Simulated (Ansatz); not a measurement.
# How fast states decay through CdGeBr6, part 2 of 2

A new crystal, CdGeBr6: structure, gap and complex bands. It is built by putting Br for F, Ge for Sn in the CdSnF6 structure of space group R-3, with the volume rescaled by atomic radii. The parent structure comes from the Materials Project.

Ansatz 0.2.0; r2SCAN DFT, plane waves, PAW files (the session's first sound run).

So far. Step 2 (Relaxing the new crystal): The largest force component on a free atom ends at 0.0096 eV/Å.

The structure was built from a prototype and need not be the compound's stable phase.

### Step 3. Band edges

The energy window and the wavevectors of the next steps follow from the band edges, so these are searched first, off the mesh as well.

Contents of input.yaml:

```yaml
crystal:
  lattice:
    - [3.3078714863, 1.909800493, 5.9934495845]
    - [-3.3078714863, 1.909800493, 5.9934495845]
    - [0.0, -3.8196009861, 5.9934495845]
  atoms:
    - { symbol: Cd, position: [0.5, 0.5, 0.5] }
    - { symbol: Ge, position: [0.0, 0.0, 0.0] }
    - { symbol: Br, position: [0.9288632843, 0.6046466278, 0.2282060536] }
    - { symbol: Br, position: [0.6046466278, 0.2282060536, 0.9288632843] }
    - { symbol: Br, position: [0.7717939464, 0.0711367157, 0.3953533722] }
    - { symbol: Br, position: [0.3953533722, 0.7717939464, 0.0711367157] }
    - { symbol: Br, position: [0.0711367157, 0.3953533722, 0.7717939464] }
    - { symbol: Br, position: [0.2282060536, 0.9288632843, 0.6046466278] }
kpoints:
  mp_grid: { grid: [4, 4, 4] }
  band_path: { path: [VBM, CBM], npoints: 30 }
scf:
  occupations: { method: fixed }
hamiltonian:
  xc: r2scan
output:
  eigenvalues: true
  write_potential: true
  write_density: true
  volumetric_format: npy
```

Launch:

```
> ansatz run input.yaml --threads 2 --pin off --max-ram 4096MiB --backend cpu --events-out ev --progress --plain --runs-dir out
```

Numbers of over 12 decimals in the logs are rounded to 6 here.

Log:

```text
[...]
Crystal: 8 atoms, lattice volume = 227.177 Å³
Basis set: ecut = 500 eV, 5745 PW (Γ), exchange–correlation on 216×216×216 points (64 copies of the dense FFT grid, shifted against one another)
Bands: 46, of which v1, the nominal top of the filled ones, is band 38 counted from 1 (37 counted from 0)
Symmetry: 6 space group operations
[...]
k-points: 14 of 64
[...]
SCF iter   1: F=—  HF=-29333.149148 eV  |F-HF|=—  |Δ(HF+E_count)|=         —  Δρ=5.20e-3  dr2=6.61e-2  dr2_τ=4.06e-2  ethr=1.77e-3  ⟨swp⟩=5.8  Hψ=2231  notcnv=0  defer=81
[...]
SCF iter   7: F=-29333.178620 eV  HF=-29333.178620 eV  |F-HF|=1.60e-10  |Δ(HF+E_count)|=   3.41e-8  Δρ=2.96e-6  dr2=1.99e-8  dr2_τ=8.52e-10  ethr=1.32e-10  ⟨swp⟩=3.1  Hψ=1334  notcnv=0
SCF 1 converged in 7 iterations: F = -29333.178620 eV  dr2 = 1.99e-8
[...]
NSCF: frozen V_eff on 40 k-points
[...]
SCF converged after 7 iterations
Free energy (F): -29333.178620 eV
[...]
Internal energy: -29333.178620 eV  (E = F + TS)
E sigma→0 (E₀):  -29333.178620 eV
Fermi energy:    3.320079 eV
[...]
--- Band table (eV; the first three rows and the last of 14) ---
  k-point 0: bands = [... 34 lower, 3.0779, 3.1517, 3.1517, 3.3201, 4.2743, 8.3242, 8.4128, 8.4128, ... 4 higher]
  k-point 1: bands = [... 34 lower, 2.8132, 3.0624, 3.1843, 3.2829, 4.6913, 7.1967, 8.6506, 9.0383, ... 4 higher]
  k-point 2: bands = [... 34 lower, 2.6371, 2.8155, 3.1498, 3.1835, 4.7694, 6.6383, 9.0971, 9.5383, ... 4 higher]
  k-point 13: bands = [... 34 lower, 3.0511, 3.0511, 3.0568, 3.0568, 4.8504, 6.8177, 9.4471, 9.4471, ... 4 higher]
```

Elapsed: 19 s, on 2 threads of AMD EPYC 9R45, shared host; peak memory 1.1 GiB; 37 s of CPU time.

Numbers from this step:

```
Fermi energy        : 3.320 eV
gap on the k-mesh   : 0.9542 eV
gap on path         : 0.9458 eV, by band count; negative where bands overlap
direct gap on path  : 0.9542 eV
edge places on path : 0, 0.1539 1/A along the path
```

The electronic bands at the labelled points (eV, zero at the Fermi level (highest filled level under fixed occupations); v1 is the highest filled band, c1 the lowest empty one):

| point | v4 | v3 | v2 | v1 | c1 | c2 | c3 | c4 |
| --- | --- | --- | --- | --- | --- | --- | --- | --- |
| VBM | -0.41 | -0.19 | -0.12 | 0.01 | 1.15 | 4.40 | 5.11 | 5.36 |
| halfway | -0.30 | -0.17 | -0.14 | 0.00 | 1.02 | 4.71 | 5.10 | 5.24 |
| CBM | -0.24 | -0.17 | -0.17 | 0.00 | 0.95 | 5.00 | 5.09 | 5.09 |

The searched edges give 0.946 eV, against 0.954 eV on the mesh.

### Step 4. Complex bands

This step: r2SCAN DFT, plane waves, PAW files; complex bands by layer matching along the plane's normal (Ansatz 0.2.0).

The same crystal is laid in a cell whose first two vectors span the (001) plane (indices of the standard conventional cell, whose axes can be ordered otherwise than in the bulk input). At fixed energy and wavevector in the plane the solver finds all kz, real and complex. A few wavevectors are listed, (0, 0) and (0.0417, 0.1562) in units of the plane's reciprocal vectors; the slowest state needn't be among them.

Contents of input.yaml:

```yaml
crystal:
  lattice:
    - [6.615742973, 0.0, 0.0]
    - [3.307871486, 5.729401479, 0.0]
    - [3.307871486, -1.909800493, 5.993449584]
  atoms:
    - { symbol: Cd, position: [0.0, 0.5, 0.5] }
    - { symbol: Ge, position: [0.0, 0.0, 0.0] }
    - { symbol: Br, position: [0.5335099121, 0.3953533722, 0.2382840343] }
    - { symbol: Br, position: [0.8328526814, 0.7717939464, 0.2382840343] }
    - { symbol: Br, position: [0.8429306621, 0.9288632843, 0.7617159657] }
    - { symbol: Br, position: [0.1671473186, 0.2282060536, 0.7617159657] }
    - { symbol: Br, position: [0.4664900879, 0.6046466278, 0.7617159657] }
    - { symbol: Br, position: [0.1570693379, 0.0711367157, 0.2382840343] }
kpoints:
  mp_grid: { grid: [6, 6, 6] }
scf:
  occupations: { method: fixed }
hamiltonian:
  xc: r2scan
output:
  eigenvalues: true
  transmission:
    leads: [[0, 0]]
    kpoints: [[0.0, 0.0], [0.0417, 0.1562]]
    e_range: [-1.0, 1.95]
    de: 0.06
```

Log:

```text
[...]
Crystal: 8 atoms, lattice volume = 227.177 Å³
Basis set: ecut = 500 eV, 5745 PW (Γ), exchange–correlation on 200×200×216 points (64 copies of the dense FFT grid, shifted against one another)
Bands: 46, of which v1, the nominal top of the filled ones, is band 38 counted from 1 (37 counted from 0)
Symmetry: 6 space group operations
[...]
k-points: 40 of 216
[...]
SCF iter   1: F=—  HF=-29333.149472 eV  |F-HF|=—  |Δ(HF+E_count)|=         —  Δρ=5.20e-3  dr2=6.61e-2  dr2_τ=4.06e-2  ethr=1.77e-3  ⟨swp⟩=5.8  Hψ=6391  notcnv=0  defer=237
[...]
SCF iter   7: F=-29333.179350 eV  HF=-29333.179350 eV  |F-HF|=1.60e-9  |Δ(HF+E_count)|=   1.45e-8  Δρ=3.03e-6  dr2=2.95e-8  dr2_τ=7.17e-10  ethr=1.32e-10  ⟨swp⟩=15.0  Hψ=8367  notcnv=0
SCF 1 converged in 7 iterations: F = -29333.179350 eV  dr2 = 2.95e-8
[...]
transmission: 10 of 20 steps passed
transmission: 20 of 20 steps passed
SCF converged after 7 iterations
Free energy (F): -29333.179350 eV
[...]
Internal energy: -29333.179350 eV  (E = F + TS)
E sigma→0 (E₀):  -29333.179350 eV
Fermi energy:    3.319928 eV
[...]
--- Band table (eV; the first three rows and the last of 40) ---
  k-point 0: bands = [... 34 lower, 3.0777, 3.1515, 3.1515, 3.3199, 4.2743, 8.3241, 8.4128, 8.4128, ... 4 higher]
  k-point 1: bands = [... 34 lower, 3.0634, 3.0634, 3.1820, 3.1820, 4.4986, 7.7226, 8.5817, 8.5817, ... 4 higher]
  k-point 2: bands = [... 34 lower, 3.0533, 3.0533, 3.1143, 3.1143, 4.7434, 7.1072, 9.0694, 9.0694, ... 4 higher]
  k-point 39: bands = [... 34 lower, 2.7309, 2.9502, 3.1063, 3.1876, 4.8245, 6.8125, 8.7439, 9.0923, ... 4 higher]
--- Transmission ---
  basis      : 397 plane waves across, 10 finite elements along
  points     : 2, as listed
  energies   : 50 from -1.000000 to 1.940000 eV about the Fermi level, 0.060000 eV apart; the leads are filled to 0.477185 eV, and channels, transmission and decay are at 0.500000 eV
  crystal 0  : Br6Ge1Cd1, at the sites [0, 0], period 5.9934 Å: whole cells are its period
    offset         : up to 0.0000 Å between an atom of the period and one for which it stands
    channels       : 0.000000e0 a spin
    conductance    : none, the energies end too early or step too widely for 300 K: set another output.transmission.e_range or a lower de, or, where they end at an eighth of basis.ecutwfc, a higher one
    slowest decay  : 0.1229 /Å at (0.0000, 0.0000)
```

Elapsed: 65 s, on 2 threads; peak memory 1.9 GiB.

This step gave:

```
free energy                                               : -29333.1793 eV
gap on the k-mesh                                         : 0.9544 eV
level to which the leads are filled                       : 0.4772 eV from the Fermi level
decay constant at the filling level, zone centre          : 0.1229 Å⁻¹
decay constant at the filling level, slowest listed point : 0.1229 Å⁻¹
```

K parallel (0, 0); values up to 1.5 1/Å, a degenerate pair printed once or twice; energies at which all values exceed this have no row. Im kz of the slowest decaying states against energy, zero at the highest filled level on the SCF mesh:

```csv
energy (eV),decay 1 (Å⁻¹),decay 2 (Å⁻¹),decay 3 (Å⁻¹),decay 4 (Å⁻¹)
-1.000,0.0611,0.260,0.357,0.927
-0.820,0.337,0.821,1.07,1.26
-0.580,0.227,0.362,0.552,1.01
-0.400,0.252,0.352,0.375,0.925
-0.220,0.0927,0.384,0.681,1.22
0.020,0.0330,0.192,0.392,0.863
0.200,0.095,0.247,0.247,0.394
0.380,0.118,0.281,0.394,0.951
0.620,0.121,0.314,0.390,0.980
0.800,0.0986,0.333,0.384,0.995
0.980,0.348,0.376,1.01,1.13
1.220,0.361,0.364,1.02,1.11
1.400,0.352,0.374,1.02,1.09
1.580,0.105,0.355,0.382,1.02
1.820,0.208,0.371,0.390,1.02
```

K parallel (0, 0). Table of Re kz of states that move upwards by energy, zero at the highest filled level on the SCF mesh:

```
energy (eV)  channel 1 (Å⁻¹)  channel 2 (Å⁻¹)  channel 3 (Å⁻¹)  channel 4 = channel 5 (Å⁻¹)
     -1.000           -0.468           -0.468           -0.328                            -
     -0.820           -0.354           -0.354           -0.280                       0.0499
     -0.580           -0.218                -                -                            -
     -0.400           -0.171                -                -                            -
     -0.220           -0.375           -0.375           -0.119                            -
      0.020                -                -                -                            -
      0.200                -                -                -                            -
      0.380                -                -                -                            -
      0.620                -                -                -                            -
      0.800                -                -                -                            -
      0.980           0.0480                -                -                            -
      1.220            0.200                -                -                            -
      1.400            0.329                -                -                            -
      1.580                -                -                -                            -
```

K parallel (0.0417, 0.1562); values up to 1.5 1/Å, a degenerate pair printed once or twice; energies at which all values exceed this have no row. Im kz of the slowest decaying states against energy, zero at the highest filled level on the SCF mesh:

```csv
energy (eV),decay 1 (Å⁻¹),decay 2 (Å⁻¹),decay 3 (Å⁻¹),decay 4 (Å⁻¹)
-1.00,0.0793,0.0949,0.170,0.408
-0.88,0.0247,0.0854,0.102,0.206
-0.76,0.0307,0.125,0.127,0.246
-0.64,0.117,0.126,0.174,0.198
-0.52,0.107,0.113,0.146,0.194
-0.40,0.0896,0.195,0.214,0.227
-0.28,0.0204,0.0324,0.0442,0.105
-0.16,0.0598,0.107,0.129,0.380
-0.04,0.121,0.130,0.180,0.181
0.02,0.0374,0.173,0.174,0.202
0.08,0.0844,0.202,0.205,0.220
0.20,0.125,0.240,0.243,0.249
0.32,0.147,0.267,0.269,0.271
0.44,0.161,0.288,0.289,0.289
0.50,0.165,0.297,0.297,0.297
0.62,0.170,0.311,0.312,0.313
0.74,0.168,0.324,0.324,0.326
0.86,0.159,0.334,0.337,0.337
0.98,0.137,0.343,0.343,0.347
1.10,0.0856,0.351,0.351,0.354
1.22,0.358,0.359,0.361,0.364
1.34,0.364,0.365,0.366,0.370
1.46,0.368,0.370,0.371,0.371
1.58,0.371,0.375,0.375,0.376
1.70,0.162,0.371,0.381,0.382
1.82,0.211,0.372,0.387,0.387
1.94,0.238,0.376,0.391,0.392
```

K parallel (0.0417, 0.1562). The Re kz of states that move upwards by energy, zero at the highest filled level on the SCF mesh:

| energy (eV) | channel 1 (Å⁻¹) | channel 2 (Å⁻¹) | channel 3 (Å⁻¹) |
| --- | --- | --- | --- |
| -1.00 | -0.273 | -0.0957 | 0.507 |
| -0.88 | -0.378 | -0.0165 | - |
| -0.70 | -0.301 | - | - |
| -0.58 | -0.235 | - | - |
| -0.46 | -0.219 | -0.00622 | - |
| -0.28 | -0.314 | - | - |
| -0.16 | -0.333 | -0.0984 | - |
| -0.04 | -0.110 | - | - |
| 0.02 | - | - | - |
| 0.14 | - | - | - |
| 0.26 | - | - | - |
| 0.38 | - | - | - |
| 0.56 | - | - | - |
| 0.68 | - | - | - |
| 0.80 | - | - | - |
| 0.98 | - | - | - |
| 1.10 | - | - | - |
| 1.22 | 0.109 | - | - |
| 1.40 | 0.260 | - | - |
| 1.52 | 0.380 | - | - |
| 1.64 | - | - | - |
| 1.82 | - | - | - |
| 1.94 | - | - | - |

At the listed wavevectors the last open channel is at -0.04 eV and the next at +0.98 eV on the grid. At +0.50 eV, the grid energy nearest the filling level (the middle of the gap on the SCF mesh), the slowest state at the listed wavevectors decays with κ = 0.123 Å⁻¹, its amplitude falling by e over 8.1 Å. Through 1 nm of this crystal that state's transmission falls by exp(−2 × 0.123 Å⁻¹ × 10 Å) = 0.086.

### Step 5. Decay over the two-dimensional zone

The listed points could miss the slowest state, so one energy near mid-gap is solved on a mesh of 8×8.

Edit input.yaml of step 4 so:

```diff
@@ -22,6 +22,2 @@
   eigenvalues: true
-  transmission:
-    leads: [[0, 0]]
-    kpoints: [[0.0, 0.0], [0.0417, 0.1562]]
-    e_range: [-1.0, 1.95]
-    de: 0.06
+  transmission: { leads: [[0, 0]], kmesh: [8, 8], e_range: [0.47, 0.48], de: 0.05 }
```

Log:

```text
[...]
Crystal: 8 atoms, lattice volume = 227.177 Å³
Basis set: ecut = 500 eV, 5745 PW (Γ), exchange–correlation on 200×200×216 points (64 copies of the dense FFT grid, shifted against one another)
Bands: 46, of which v1, the nominal top of the filled ones, is band 38 counted from 1 (37 counted from 0)
Symmetry: 6 space group operations
[...]
k-points: 40 of 216
[...]
SCF iter   1: F=—  HF=-29333.149472 eV  |F-HF|=—  |Δ(HF+E_count)|=         —  Δρ=5.20e-3  dr2=6.61e-2  dr2_τ=4.06e-2  ethr=1.77e-3  ⟨swp⟩=5.8  Hψ=6391  notcnv=0  defer=237
[...]
SCF iter   7: F=-29333.179350 eV  HF=-29333.179350 eV  |F-HF|=1.60e-9  |Δ(HF+E_count)|=   1.45e-8  Δρ=3.03e-6  dr2=2.95e-8  dr2_τ=7.17e-10  ethr=1.32e-10  ⟨swp⟩=15.0  Hψ=8367  notcnv=0
SCF 1 converged in 7 iterations: F = -29333.179350 eV  dr2 = 2.95e-8
[...]
transmission: 36 of 108 steps passed
transmission: 72 of 108 steps passed
transmission: 108 of 108 steps passed
SCF converged after 7 iterations
Free energy (F): -29333.179350 eV
[...]
Internal energy: -29333.179350 eV  (E = F + TS)
E sigma→0 (E₀):  -29333.179350 eV
Fermi energy:    3.319928 eV
[...]
--- Band table (eV; the first three rows and the last of 40) ---
  k-point 0: bands = [... 34 lower, 3.0777, 3.1515, 3.1515, 3.3199, 4.2743, 8.3241, 8.4128, 8.4128, ... 4 higher]
  k-point 1: bands = [... 34 lower, 3.0634, 3.0634, 3.1820, 3.1820, 4.4986, 7.7226, 8.5817, 8.5817, ... 4 higher]
  k-point 2: bands = [... 34 lower, 3.0533, 3.0533, 3.1143, 3.1143, 4.7434, 7.1072, 9.0694, 9.0694, ... 4 higher]
  k-point 39: bands = [... 34 lower, 2.7309, 2.9502, 3.1063, 3.1876, 4.8245, 6.8125, 8.7439, 9.0923, ... 4 higher]
--- Transmission ---
  basis      : 397 plane waves across, 9 finite elements along
  points     : 12, standing for a mesh of 8 x 8
  energies   : 1 from 0.470000 to 0.470000 eV about the Fermi level; the leads are filled to 0.477185 eV, and channels, transmission and decay are at 0.470000 eV
  crystal 0  : Br6Ge1Cd1, at the sites [0, 0], period 5.9934 Å: whole cells are its period
[...]
channels       : 0.000000e0 a spin
    conductance    : none, crystal 0 has no channel at the energies, or these end too early or step too widely for 300 K: set another output.transmission.e_range or a lower de, or, where they end at an eighth of basis.ecutwfc, a higher one
    slowest decay  : 0.1223 /Å at (0.0000, 0.0000)
```

The job ended after 38 s (2 threads; peak memory 2.4 GiB; 76 s of CPU time).

Numbers from this step:

```
least decay constant on the mesh : 0.1223 Å⁻¹
```

Slowest decay constant (1/Å; 0 where a channel is open) over k1 and k2. At 0.4700 eV from the Fermi level.

Values, 8 rows by 8 columns:
```
0.289 0.298 0.298 0.291 0.274 0.280 0.273 0.274
0.290 0.298 0.290 0.273 0.234 0.205 0.234 0.280
0.291 0.289 0.280 0.205 0.156 0.156 0.205 0.273
0.282 0.274 0.234 0.156 0.122 0.156 0.234 0.274
0.291 0.273 0.205 0.156 0.156 0.205 0.280 0.289
0.290 0.280 0.234 0.205 0.234 0.273 0.290 0.298
0.289 0.274 0.273 0.280 0.274 0.291 0.298 0.298
0.282 0.291 0.290 0.289 0.282 0.289 0.290 0.291
```
Columns: k1 (b1) from -0.5 to 0.375; rows upwards: k2 (b2) from -0.5 to 0.375.

The least value on the mesh is 0.122 Å⁻¹ at +0.47 eV. At that energy the listed points give about 0.122 Å⁻¹ by interpolation, so the mesh holds no clearly slower state.

### Step 6. Band edges at another level

This step: r2SCAN DFT, plane waves, JTH PAW files (Ansatz 0.2.0).

The edges again with JTH files, at the same atoms.

Contents of input.yaml:

```yaml
crystal:
  lattice:
    - [3.3078714863, 1.909800493, 5.9934495845]
    - [-3.3078714863, 1.909800493, 5.9934495845]
    - [0.0, -3.8196009861, 5.9934495845]
  atoms:
    - { symbol: Cd, position: [0.5, 0.5, 0.5] }
    - { symbol: Ge, position: [0.0, 0.0, 0.0] }
    - { symbol: Br, position: [0.9288632843, 0.6046466278, 0.2282060536] }
    - { symbol: Br, position: [0.6046466278, 0.2282060536, 0.9288632843] }
    - { symbol: Br, position: [0.7717939464, 0.0711367157, 0.3953533722] }
    - { symbol: Br, position: [0.3953533722, 0.7717939464, 0.0711367157] }
    - { symbol: Br, position: [0.0711367157, 0.3953533722, 0.7717939464] }
    - { symbol: Br, position: [0.2282060536, 0.9288632843, 0.6046466278] }
kpoints:
  mp_grid: { grid: [4, 4, 4] }
  band_path: { path: [VBM, CBM], npoints: 30 }
scf:
  occupations: { method: fixed }
hamiltonian:
  xc: r2scan
  pseudopotentials: { kind: paw, source: jth }
output:
  eigenvalues: true
```

Log:

```text
Error: no pseudopotential record for Cd at <dir> Nothing was run.
  By this build's list the table `kind: paw`, `source: jth` of `hamiltonian.pseudopotentials` has no Cd in this build's library.
Fix: take Cd from another table that serves this run, or name a record of your own for Cd alone.
  `kind`, and `accuracy` or `source` (`level` with this project's own files alone, `core` of norm-conserving files with no table named), under `hamiltonian.pseudopotentials` apply to every element of the deck. For PBE this build's library has files of Cd, which may not all serve this run, under
    kind: paw      source: ansatz, or accuracy: standard or stringent (the limits of `source: ansatz`: that key's Limitations)
    kind: nc       source: ansatz or spms, or accuracy: standard or stringent
  To change Cd alone, name a record of the deck's `kind` under `hamiltonian.pseudopotentials.azcp`, as `Cd: <path>` (`python -m ansatz.pseudopotential add <file.upf> <file.azcp>` makes one from a UPF file).
  `python` is the interpreter of the environment that holds the engine's wheel, or a checkout's `.venv/bin/python`.
```

Wall time 0.03 s (2 threads); peak memory 0.093 GiB.

The input was rejected at the start.

The program's message: “Error: no pseudopotential record for Cd at <dir> Nothing was run.”

### Step 7. Outcome

| Property | Result |
| --- | --- |
| band gap | 0.946 eV |
| least decay constant at mid-gap, normal to (001) | 0.123 Å⁻¹ |
| least decay constant on a mesh, normal to (001) | 0.122 Å⁻¹ |

**Reading.** With r2SCAN, the slowest decay at the wavevectors tried is κ = 0.123 Å⁻¹, normal to (001). Through such a film the transmission near mid-gap falls as exp(−2κd), a factor of ten every 9.4 Å. A free electron under a barrier of half the gap would need a mass of 0.12 mₑ to decay at this rate. The compound is made up by substitution; its stability against other phases and against distortions of the cell's symmetry was not tested. r2SCAN still narrows gaps, if less than LDA and GGA do, so real decay constants are likely larger.

[Logs are printed without paths, hosts, clocks, repeated set-up lines and the standing remarks that a program may print on its own settings, such as how far it seeks lower states.]

[Hosts, paths, dates, database ids (printed as entryN), source tags and the programs' standing remarks are cut or masked in the printed files.]
